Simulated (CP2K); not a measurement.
Two runs for the C K edge of 5-chloropyrimidine. Run A: CP2K XAS_TDP, all-electron GAPW, PBEh(45%), aug-pc-1, TDA, no relativity. Run B differs in one setting.

First lines with a strength over 0.0015. A:

```tsv
atom	energy (eV)	states	strength, one atom
C2 (bonded to 2 C and Cl)	282.52	1	0.0556
	283.91	1	0.0530
	287.52	1	0.0024
	288.96	1	0.0070
	289.15	1	0.0033
C3 (bonded to C, N and H), 2 alike	281.30	1	0.0607
	285.56	1	0.0153
	286.85	1	0.0044
	287.80	1	0.0026
	288.05	1	0.0086
C5 (bonded to 2 N and H)	281.79	1	0.0648
	286.20	1	0.0124
	287.04	1	0.0046
	288.12	1	0.0016
	288.32	1	0.0087
```

B:

```tsv
atom	energy (eV)	states	strength, one atom
C2 (bonded to 2 C and Cl)	282.78	1	0.0556
	284.16	1	0.0530
	287.79	1	0.0024
	289.22	1	0.0070
	289.41	1	0.0032
C3 (bonded to C, N and H), 2 alike	281.57	1	0.0607
	285.82	1	0.0153
	287.11	1	0.0044
	288.06	1	0.0026
	288.31	1	0.0085
C5 (bonded to 2 N and H)	282.06	1	0.0648
	286.46	1	0.0124
	287.30	1	0.0046
	288.38	1	0.0016
	288.59	1	0.0087
```

Q: Which was it: scalar relativity switched on, GW2X switched on, the functional, the basis?

Scalar relativity switched on. Relativity shifts all lines of an element by nearly the same amount and keeps their strengths. Against PBEh(45%) in aug-pc-1, the leading lines move by +0.26 eV (C2, to 282.78), +0.27 eV (C3, to 281.57) and +0.27 eV (C5, to 282.06).

[Banner, clock and machine lines of the logs are left out without a mark of their own.]

[Logs are printed without paths, hosts, clocks, repeated set-up lines and the standing remarks that a program may print on its own settings, such as how far it seeks lower states.]

[Hosts, paths, dates, database ids (printed as entryN), source tags and the programs' standing remarks are cut or masked in the printed files.]
